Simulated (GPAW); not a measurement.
## Azulenedithiol between two Al chains: transmission at several levels

Wanted: the zero-bias transmission of azulenedithiol between two Al chains on a ladder of levels, with run times.

Calculated with GPAW 26.7.0; GPAW LCAO, PAW setups; Landauer transmission from Green's functions with principal layers (ASE), zero bias.

Most raw output is cut from this account.

### 1. Set-up

The cell holds 30 atoms: 12 Al, 2 S, 10 C and 6 H. Cell: a = 14.583 Å, b = 9.000 Å, c = 38.410 Å, α = 90.0°, β = 90.0°, γ = 90.0°. Regions: left lead, 6 atoms (6 Al); channel, 18 atoms (2 S, 10 C and 6 H); right lead, 6 atoms (6 Al). Vacuum lies along a and b. The structure is stacked along c, and the current runs across the ab planes.

### 2. Double-zeta polarised basis

The script solves lead and junction separately, takes H and S in the orbital basis, and joins semi-infinite leads through their self-energies; the dzp basis is the working standard.

run.py reads:

```python
import json
import numpy as np
from ase import Atoms
from ase.transport.calculators import TransportCalculator
from gpaw import GPAW, FermiDirac
from gpaw.lcao.tools import get_lcao_hamiltonian
from scipy.linalg import eigh

# The junction with lead layers at both ends, along the third cell vector
device = Atoms(
    ['Al', 'Al', 'Al', 'Al', 'Al', 'Al', 'S', 'C', 'H', 'H', 'C', 'C', 'C', 'C', 'H', 'H', 'C', 'C', 'C', 'C', 'C', 'H', 'H', 'S', 'Al', 'Al', 'Al', 'Al', 'Al', 'Al'],
    positions=[
        [7.29128, 4.50000, 1.20000],
        [7.29128, 4.50000, 3.60000],
        [7.29128, 4.50000, 6.00000],
        [7.29128, 4.50000, 8.40000],
        [7.29128, 4.50000, 10.80000],
        [7.29128, 4.50000, 13.20000],
        [5.84528, 4.50009, 14.85804],
        [5.80320, 4.50012, 16.56288],
        [3.67364, 4.50015, 16.98589],
        [7.99038, 4.50012, 17.05023],
        [4.69801, 4.50015, 17.32087],
        [6.97578, 4.50013, 17.41767],
        [5.14440, 4.50017, 18.70254],
        [6.60077, 4.50016, 18.71363],
        [8.57110, 4.50019, 19.56283],
        [3.25000, 4.50020, 19.57846],
        [4.32453, 4.50020, 19.75910],
        [7.51343, 4.50019, 19.82184],
        [7.19575, 4.50022, 21.12519],
        [4.68026, 4.50021, 21.16286],
        [5.88664, 4.50022, 21.76260],
        [3.79290, 4.50022, 21.79930],
        [8.04803, 4.50025, 21.80349],
        [5.87801, 4.50023, 23.52394],
        [7.29128, 4.50000, 25.20996],
        [7.29128, 4.50000, 27.60996],
        [7.29128, 4.50000, 30.00996],
        [7.29128, 4.50000, 32.40996],
        [7.29128, 4.50000, 34.80996],
        [7.29128, 4.50000, 37.20996]],
    cell=[[14.58255, 0.0, 0.0], [0.0, 9.0, 0.0], [0.0, 0.0, 38.40996]],
    pbc=True)

# One principal layer of the lead: the first 4 atoms of the device
lead = Atoms(
    ['Al', 'Al', 'Al', 'Al'],
    positions=[
        [7.29128, 4.50000, 1.20000],
        [7.29128, 4.50000, 3.60000],
        [7.29128, 4.50000, 6.00000],
        [7.29128, 4.50000, 8.40000]],
    cell=[[14.58255, 0.0, 0.0], [0.0, 9.0, 0.0], [0.0, 0.0, 9.6]],
    pbc=True)

settings = dict(mode='lcao', basis='dzp', xc='PBE', h=0.2,
                occupations=FermiDirac(0.1), maxiter=250,
                mixer=dict(beta=0.1, nmaxold=8, weight=100.0),
                convergence=dict(density=0.0001))
energies = np.arange(-2, 2 + 1e-9, 0.05)
eta = 0.0001
n1, n2 = 1, 1
# k and -k transmit alike, so half of the mesh across the current serves
mesh = [(i, j) for i in range(n1) for j in range(n2) if (i, j) <= (-i % n1, -j % n2)]
weights = np.array([1 if (i, j) == (-i % n1, -j % n2) else 2 for i, j in mesh]) / (n1 * n2)

# [... helper functions left out ...]
fermi_lead = ground_state(lead, (1, 1, 12), 'lead.txt')
fermi_device = ground_state(device, (1, 1, 2), 'device.txt')
# [... loop over the mesh left out, but for ...]
        # Shift the lead onto the potential of the device's first layer
        shift = ((H[:, 0, 0] - H0[:, 0, 0]) / S0[0, 0]).real.mean()
# [...]
kT = 8.617333e-5 * 77
bias = [0.1, 0.2, 0.5, 1.0, 1.5, 2.0]
# [... integrals and printing left out ...]
```

The run is started by

```
OMP_NUM_THREADS=1 OPENBLAS_NUM_THREADS=1 python run.py
```

It took 2.8 min on 1 thread of Intel Xeon Platinum 8488C (Sapphire Rapids), shared host; peak memory 1.8 GiB.

This step gave:

```yaml
conductance: 0.1233 G₀
thermopower: -2.476 μV/K
largest_coupling_past_the_next_principal_layer: 1.62e-15 eV
largest_misfit_of_the_first_principal_layer: 0.03601 eV
shift_that_aligns_the_lead: -0.004222 eV
basis_functions_of_the_junction: 342
basis_functions_of_a_principal_layer: 52
transmission_at_the_fermi_level_one_spin: 0.1236
open_channels_of_the_lead_at_the_fermi_level_one_spin: 2
```

One spin. Transmission, zone mean against energy, zero at the Fermi level:

```tsv
energy (eV)	transmission, zone mean
-2.00	5.1e-4
-1.85	3.1e-4
-1.70	1.8e-4
-1.60	1.2e-4
-1.45	4.8e-5
-1.30	3.9e-10
-1.15	0
-1.05	0
-0.90	0
-0.75	0
-0.60	0
-0.50	0
-0.35	0.0302
-0.20	0.0710
-0.05	0.114
0.00	0.124
0.05	0.130
0.20	0.138
0.35	0.149
0.50	0.186
0.60	0.235
0.75	0.373
0.90	0.666
1.05	0.975
1.15	0.848
1.30	0.459
1.45	0.242
1.60	0.143
1.70	0.107
1.85	0.0891
2.00	0.0546
```

Crossings of the lead's bands, unfolded to its shortest repeat. Open channels, zone mean against energy, zero at the Fermi level:

```tsv
energy (eV)	open channels, zone mean
-2.00	1
-1.90	1
-1.80	1
-1.70	1
-1.55	1
-1.45	1
-1.35	1
-1.25	0
-1.15	0
-1.05	0
-0.90	0
-0.80	0
-0.70	0
-0.60	0
-0.50	0
-0.40	2
-0.25	2
-0.15	2
-0.05	2
0.00	2
0.05	2
0.15	2
0.25	2
0.40	2
0.50	2
0.60	2
0.70	2
0.80	2
0.90	2
1.05	3
1.15	3
1.25	3
1.35	3
1.45	3
1.55	3
1.70	3
1.80	3
1.90	3
2.00	3
```

Not self-consistent under bias; the bias window is split evenly. Current through one cell, from the zero-bias transmission against bias:

```tsv
bias (V)	current through one cell, from the zero-bias transmission (μA)
0.100	0.950
0.200	1.88
0.500	4.38
1.000	7.79
1.500	12.9
2.000	24.8
```

The transmission of the three most open eigenchannels by energy, zero at the Fermi level:

```tsv
energy (eV)	channel 1	channel 2	channel 3
-2.00	5.1e-4	0	0
-1.85	3.1e-4	0	0
-1.70	1.8e-4	0	0
-1.60	1.2e-4	0	0
-1.45	4.8e-5	0	0
-1.30	3.9e-10	0	0
-1.15	0	0	0
-1.05	0	0	0
-0.90	0	0	0
-0.75	0	0	0
-0.60	0	0	0
-0.50	0	0	0
-0.35	0.0302	1.8e-6	0
-0.20	0.0710	1.1e-5	0
-0.05	0.114	1.3e-5	0
0.00	0.124	7.1e-6	0
0.05	0.130	1.5e-6	0
0.20	0.138	5.2e-5	0
0.35	0.149	6.5e-4	0
0.50	0.183	0.00306	0
0.60	0.230	0.00473	0
0.75	0.370	0.00358	0
0.90	0.665	0.00103	1.0e-11
1.05	0.974	6.4e-4	1.3e-5
1.15	0.847	6.0e-4	1.8e-5
1.30	0.459	5.6e-4	2.6e-5
1.45	0.242	5.4e-4	3.2e-5
1.60	0.142	5.3e-4	3.7e-5
1.70	0.106	5.4e-4	3.9e-5
1.85	0.0885	5.6e-4	4.1e-5
2.00	0.0539	5.9e-4	4.0e-5
```

Couplings past the next layer reach 1.6e-15 eV, small enough to drop; the matrix elements of the cell's first layer differ from the bulk lead's by up to 0.036 eV. That layer keeps its own values in the calculation, and only beyond it is the lead taken as perfect. The Fermi levels of lead and junction count from different zeros of potential, one for each periodic cell; with both set to zero, the small remaining shift is what aligns them. By hand: G = 0.1233 × 77.48 μS = 9.55 μS, a resistance of 105 kΩ; at 0.1 V a linear junction would pass 0.955 μA, and the integral over the bias window gives 0.950 μA. Mott's formula, S = -(π²/3)(k_B²T/e) d ln T/dE, has the prefactor 1.88 μV/K·eV at 77 K; T = 0.1139 at -0.05 eV and 0.1300 at 0.05 eV give a slope of 1.32 per eV and S = -2.48 μV/K, beside -2.48 μV/K from the thermal integral, which interpolates the same grid.

### 3. Single-zeta polarised basis

The second zeta is dropped, the polarisation orbitals stay.

Edit run.py of step 2 so:

```diff
@@ -56,3 +56,3 @@
 
-settings = dict(mode='lcao', basis='dzp', xc='PBE', h=0.2,
+settings = dict(mode='lcao', basis='szp(dzp)', xc='PBE', h=0.2,
                 occupations=FermiDirac(0.1), maxiter=250,
```

Elapsed: 2.5 min, on 1 thread; peak memory 1.7 GiB.

This step gave:

```
conductance                                    : 0.2301 G₀
thermopower                                    : -4.648 μV/K
largest coupling past the next principal layer : 1.40e-15 eV
largest misfit of the first principal layer    : 0.03764 eV
shift that aligns the lead                     : -0.006711 eV
basis functions of the junction                : 240
basis functions of a principal layer           : 36
transmission at the Fermi level (one spin)     : 0.2306
```

One spin. The transmission, zone mean by energy, zero at the Fermi level:

energy (eV), transmission, zone mean and a bar:
```
    -2.00      0.000 
    -1.85      0.000 
    -1.70      0.000 
    -1.60      0.000 
    -1.45      0.000 
    -1.30      0.000 
    -1.15      0.000 
    -1.05      0.000 
    -0.90      0.000 
    -0.75      0.000 
    -0.60      0.000 
    -0.50      0.000 
    -0.35      0.021 #
    -0.20      0.109 ###
    -0.05      0.201 ######
     0.00      0.231 #######
     0.05      0.257 ########
     0.20      0.334 ##########
     0.35      0.477 ###############
     0.50      0.786 ########################
     0.60      0.972 ##############################
     0.75      0.712 ######################
     0.90      0.360 ###########
     1.05      0.196 ######
     1.15      0.140 ####
     1.30      0.092 ###
     1.45      0.067 ##
     1.60      0.051 ##
     1.70      0.044 #
     1.85      0.037 #
     2.00      0.032 #
```

Crossings of the lead's bands, unfolded to its shortest repeat. Open channels, zone mean against energy, zero at the Fermi level:

```tsv
energy (eV)	open channels, zone mean
-2.00	1
-1.85	1
-1.70	1
-1.60	1
-1.45	1
-1.30	0
-1.15	0
-1.05	0
-0.90	0
-0.75	0
-0.60	0
-0.50	0
-0.35	2
-0.20	2
-0.05	2
0.00	2
0.05	2
0.20	2
0.35	2
0.50	2
0.60	2
0.75	2
0.90	3
1.05	3
1.15	3
1.30	3
1.45	3
1.60	3
1.70	3
1.85	3
2.00	3
```

Not self-consistent under bias; the bias window is split evenly. The current through one cell, from the zero-bias transmission by bias:

```tsv
bias (V)	current through one cell, from the zero-bias transmission (μA)
0.100	1.78
0.200	3.54
0.500	8.72
1.000	19.5
1.500	36.7
2.000	45.0
```

The transmission of the three most open eigenchannels by energy, zero at the Fermi level:

```tsv
energy (eV)	channel 1	channel 2	channel 3
-2.00	2.5e-4	0	0
-1.85	1.5e-4	0	0
-1.70	8.3e-5	0	0
-1.60	5.0e-5	0	0
-1.45	1.2e-5	0	0
-1.30	0	0	0
-1.15	0	0	0
-1.05	0	0	0
-0.90	0	0	0
-0.75	0	0	0
-0.60	0	0	0
-0.50	0	0	0
-0.35	0.0206	5.1e-7	0
-0.20	0.109	3.0e-6	0
-0.05	0.201	2.2e-7	2.2e-12
0.00	0.231	1.1e-6	0
0.05	0.257	1.1e-5	0
0.20	0.334	3.0e-4	0
0.35	0.474	0.00306	0
0.50	0.779	0.00708	0
0.60	0.969	0.00341	0
0.75	0.712	2.7e-4	1.1e-7
0.90	0.360	4.5e-4	1.0e-5
1.05	0.195	4.3e-4	1.5e-5
1.15	0.140	4.2e-4	1.8e-5
1.30	0.0920	4.1e-4	2.3e-5
1.45	0.0661	4.1e-4	2.6e-5
1.60	0.0508	4.2e-4	2.9e-5
1.70	0.0440	4.3e-4	3.1e-5
1.85	0.0368	4.6e-4	3.2e-5
2.00	0.0319	4.9e-4	3.3e-5
```

The conductance, 0.230 G₀, lies 87 % above that of the dzp run.

### 4. GPAW, sz: basis = "sz(dzp)"

One function for each valence shell of the setup, as for a first survey of a large system.

Edit run.py of step 3 so:

```diff
@@ -56,3 +56,3 @@
 
-settings = dict(mode='lcao', basis='szp(dzp)', xc='PBE', h=0.2,
+settings = dict(mode='lcao', basis='sz(dzp)', xc='PBE', h=0.2,
                 occupations=FermiDirac(0.1), maxiter=250,
```

Elapsed: 2 min, on 1 thread; peak memory 1.6 GiB.

This step gave:

```yaml
conductance: 0.2561 G₀
thermopower: -3.308 μV/K
largest_coupling_past_the_next_principal_layer: 7.22e-16 eV
largest_misfit_of_the_first_principal_layer: 0.03776 eV
shift_that_aligns_the_lead: 0.004722 eV
basis_functions_of_the_junction: 102
basis_functions_of_a_principal_layer: 16
transmission_at_the_fermi_level_one_spin: 0.2567
```

One spin. The transmission, zone mean by energy, zero at the Fermi level:

energy (eV), transmission, zone mean and a bar:
```
   -2.000      0.000 
   -1.800      0.000 
   -1.600      0.000 
   -1.400      0.000 
   -1.200      0.000 
   -1.000      0.000 
   -0.800      0.000 
   -0.600      0.000 
   -0.400      0.018 #
   -0.200      0.131 ####
    0.000      0.257 ########
    0.200      0.334 ##########
    0.400      0.521 ################
    0.600      0.925 #############################
    0.650      0.963 ##############################
    0.800      0.662 #####################
    1.000      0.274 #########
    1.200      0.135 ####
    1.400      0.079 ##
    1.600      0.053 ##
    1.800      0.039 #
    2.000      0.030 #
```

The conductance, 0.256 G₀, lies 108 % above that of the dzp run.

### 5. LDA in the dzp basis: xc = "LDA"

Back in the dzp basis, the functional changes from PBE to LDA, to set the spread between functionals beside that between bases.

Edit run.py of step 4 so:

```diff
@@ -56,3 +56,3 @@
 
-settings = dict(mode='lcao', basis='sz(dzp)', xc='PBE', h=0.2,
+settings = dict(mode='lcao', basis='dzp', xc='LDA', h=0.2,
                 occupations=FermiDirac(0.1), maxiter=250,
```

It took 2.5 min on 1 thread; peak memory 1.8 GiB.

This step gave:

- conductance: 0.1402 G₀
- thermopower: -2.720 μV/K
- largest coupling past the next principal layer: 1.39e-15 eV
- largest misfit of the first principal layer: 0.03690 eV
- shift that aligns the lead: -0.003883 eV
- basis functions of the junction: 342
- basis functions of a principal layer: 52
- transmission at the Fermi level (one spin): 0.1406

One spin. Table of transmission, zone mean by energy, zero at the Fermi level:

```tsv
energy (eV)	transmission, zone mean
-2.00	5.4e-4
-1.85	3.2e-4
-1.70	1.9e-4
-1.60	1.2e-4
-1.45	5.4e-5
-1.30	1.7e-6
-1.15	0
-1.05	0
-0.90	0
-0.75	0
-0.60	0
-0.50	0
-0.35	0.0315
-0.20	0.0773
-0.05	0.129
0.00	0.141
0.05	0.149
0.20	0.159
0.35	0.176
0.50	0.226
0.60	0.289
0.75	0.471
0.90	0.812
1.00	0.976
1.05	0.949
1.15	0.719
1.30	0.381
1.45	0.211
1.60	0.130
1.70	0.0989
1.85	0.0711
2.00	0.0533
```

The conductance, 0.140 G₀, lies 14 % above that of the dzp run.

### 6. Cost and result by level

Times are for 1 thread of Intel Xeon Platinum 8488C (Sapphire Rapids), shared host. The runs compared:

```tsv
no.	run	conductance (G₀)	time	memory (GiB)
1	dzp	0.1233	2.8 min	1.8
2	szp	0.2301	2.5 min	1.7
3	sz	0.2561	2 min	1.6
4	dzp LDA	0.1402	2.5 min	1.8
```

### 7. Comparison

The curves are compared point by point over the common energies.

This step: comparison of transmission and cost over codes and levels (GPAW 26.7.0).

Ladder, by row:

```tsv
step	code	T at the Fermi level (sum over the listed spins)	conductance (G0)	r.m.s. T(E) from the first	wall time (s)	peak memory (GiB)	threads
dzp	GPAW	0.1236	0.1233	0	170.3	1.75	1
szp	GPAW	0.2306	0.2301	0.2837	152	1.72	1
sz	GPAW	0.2567	0.2561	0.2743	119.7	1.59	1
dzp-LDA	GPAW	0.1406	0.1402	0.04623	149.7	1.75	1
```

Table of transmission, zone mean, sum over the listed spins by energy, zero at the Fermi level:

```tsv
energy (eV)	dzp	szp	sz	dzp-LDA
-2.000	5.1e-4	2.5e-4	8.2e-5	5.4e-4
-1.800	2.6e-4	1.2e-4	1.6e-5	2.7e-4
-1.600	1.2e-4	5.0e-5	1.4e-13	1.2e-4
-1.400	3.0e-5	1.1e-6	1.1e-14	3.5e-5
-1.200	4.2e-13	6.4e-14	0	5.6e-13
-1.000	2.9e-14	1.1e-14	0	3.7e-14
-0.800	0	0	0	1.2e-14
-0.600	1.2e-14	0	1.6e-14	1.4e-14
-0.400	0.00181	2.9e-10	0.0181	0.00213
-0.200	0.0710	0.109	0.131	0.0773
0.000	0.124	0.231	0.257	0.141
0.200	0.138	0.334	0.334	0.159
0.400	0.158	0.560	0.521	0.188
0.600	0.235	0.972	0.925	0.289
0.650	0.270	0.956	0.963	0.334
0.800	0.450	0.571	0.662	0.568
1.000	0.914	0.236	0.274	0.976
1.050	0.975	0.196	0.225	0.949
1.200	0.711	0.121	0.135	0.587
1.400	0.297	0.0737	0.0787	0.254
1.600	0.143	0.0513	0.0535	0.130
1.800	0.0823	0.0394	0.0392	0.0866
2.000	0.0546	0.0324	0.0304	0.0533
```

### 8. Grid spacing 0.16: h = 0.16

The real-space grid carries density and potential; a coarse one breaks translation symmetry along the lead and scatters electrons that should pass.

This step: GPAW LCAO, PAW setups; Landauer transmission from Green's functions with principal layers (ASE), zero bias (GPAW 26.7.0).

Edit run.py of step 5 so:

```diff
@@ -56,3 +56,3 @@
 
-settings = dict(mode='lcao', basis='dzp', xc='LDA', h=0.2,
+settings = dict(mode='lcao', basis='dzp', xc='PBE', h=0.16,
                 occupations=FermiDirac(0.1), maxiter=250,
```

Wall time 5.3 min (1 thread); peak memory 3.4 GiB.

Numbers from this step:

```
conductance                                    : 0.1239 G₀
thermopower                                    : -2.463 μV/K
largest coupling past the next principal layer : 1.57e-15 eV
largest misfit of the first principal layer    : 0.03603 eV
shift that aligns the lead                     : -0.003786 eV
transmission at the Fermi level (one spin)     : 0.1242
```

One spin. Transmission, zone mean against energy, zero at the Fermi level:

```tsv
energy (eV)	transmission, zone mean
-2.00	5.1e-4
-1.85	3.0e-4
-1.70	1.8e-4
-1.60	1.2e-4
-1.45	4.8e-5
-1.30	5.6e-10
-1.15	0
-1.05	0
-0.90	0
-0.75	0
-0.60	0
-0.50	0
-0.35	0.0303
-0.20	0.0710
-0.05	0.114
0.00	0.124
0.05	0.131
0.20	0.138
0.35	0.150
0.50	0.187
0.60	0.235
0.75	0.375
0.90	0.670
1.05	0.976
1.15	0.844
1.30	0.455
1.45	0.240
1.60	0.142
1.70	0.106
1.85	0.0806
2.00	0.0543
```

Crossings of the lead's bands, unfolded to its shortest repeat. The open channels, zone mean by energy, zero at the Fermi level:

```tsv
energy (eV)	open channels, zone mean
-2.00	1
-1.85	1
-1.70	1
-1.60	1
-1.45	1
-1.30	0
-1.15	0
-1.05	0
-0.90	0
-0.75	0
-0.60	0
-0.50	0
-0.35	2
-0.20	2
-0.05	2
0.00	2
0.05	2
0.20	2
0.35	2
0.50	2
0.60	2
0.75	2
0.90	2
1.05	3
1.15	3
1.30	3
1.45	3
1.60	3
1.70	3
1.85	3
2.00	3
```

Not self-consistent under bias; the bias window is split evenly. The current through one cell, from the zero-bias transmission by bias:

```tsv
bias (V)	current through one cell, from the zero-bias transmission (μA)
0.100	0.955
0.200	1.88
0.500	4.39
1.000	7.81
1.500	12.9
2.000	24.9
```

Transmission of the three most open eigenchannels against energy, zero at the Fermi level:

```tsv
energy (eV)	channel 1	channel 2	channel 3
-2.00	5.1e-4	0	0
-1.85	3.0e-4	0	0
-1.70	1.8e-4	0	0
-1.60	1.2e-4	0	0
-1.45	4.8e-5	0	0
-1.30	5.6e-10	0	0
-1.15	0	0	0
-1.05	0	0	0
-0.90	0	0	0
-0.75	0	0	0
-0.60	0	0	0
-0.50	0	0	0
-0.35	0.0303	1.8e-6	0
-0.20	0.0710	1.1e-5	0
-0.05	0.114	1.3e-5	0
0.00	0.124	7.2e-6	0
0.05	0.131	1.5e-6	0
0.20	0.138	5.2e-5	0
0.35	0.149	6.5e-4	0
0.50	0.184	0.00306	0
0.60	0.231	0.00473	0
0.75	0.372	0.00358	0
0.90	0.669	0.00103	9.9e-12
1.05	0.975	6.4e-4	1.3e-5
1.15	0.843	6.0e-4	1.8e-5
1.30	0.455	5.6e-4	2.6e-5
1.45	0.240	5.4e-4	3.2e-5
1.60	0.141	5.3e-4	3.6e-5
1.70	0.105	5.4e-4	3.9e-5
1.85	0.0801	5.5e-4	4.1e-5
2.00	0.0537	5.9e-4	4.0e-5
```

The conductance, 0.124 G₀, lies 0.5 % above that of the dzp run.

### 9. A second varied run

A last run, with other settings again.

Edit run.py of step 8 so:

```diff
@@ -56,5 +56,5 @@
 
-settings = dict(mode='lcao', basis='dzp', xc='PBE', h=0.16,
-                occupations=FermiDirac(0.1), maxiter=250,
-                mixer=dict(beta=0.1, nmaxold=8, weight=100.0),
+settings = dict(mode='lcao', basis='dzp', xc='PBE', h=0.2,
+                occupations=FermiDirac(0.1), maxiter=60,
+                mixer=dict(beta=0.9, nmaxold=1, weight=1.0),
                 convergence=dict(density=0.0001))
```

Elapsed: 5.1 min, on 1 thread; peak memory 1.4 GiB.

The fault put into the input: mixing far too strong, under a cap of 60 iterations, which ended the run (beta = 0.9, nmaxold = 1 and weight = 1.0).

### 10. What came out

| Property | Result |
| --- | --- |
| conductance | 0.123 G₀ |
| transmission at the Fermi level, mean of the spins | 0.124 |
| thermopower | -2.48 μV/K |
| open channels of the lead there | 2 |

**Reading.** In the dzp basis the junction conducts 0.123 G₀ at 77 K, with T = 0.124 a spin at the Fermi level; no smaller basis tried comes within 10 % of that conductance. The scatterer reflects about 94 % of the incoming channels at the Fermi level. At the Fermi level one eigenchannel carries the current (0.12). Measured against the first run (dzp), the nearest curve is that of dzp-LDA (r.m.s. 0.046) and the farthest that of szp (0.28). Over the compared runs wall time goes from 120 s (sz) to 170 s (dzp), on a shared host. The geometry was built from estimated bond lengths and not relaxed, so the numbers describe this model structure. Semilocal functionals put molecular levels too near the Fermi level, so such conductances usually come out too high, and chain electrodes have a sharper density of states than real ones. An evenly spaced straight chain is an idealisation: free chains tend to dimerise, zigzag or, where a band edge lies near the Fermi level, turn magnetic. The currents use the zero-bias T(E) throughout, which holds only while the bias is small against the distance to the nearest feature. The energy step is wider than the thermal energy, so the conductance and thermopower rest on interpolation of T(E).

[Logs are printed without paths, hosts, clocks, repeated set-up lines and the standing remarks that a program may print on its own settings, such as how far it seeks lower states.]

[Hosts, paths, dates, database ids (printed as entryN), source tags and the programs' standing remarks are cut or masked in the printed files.]
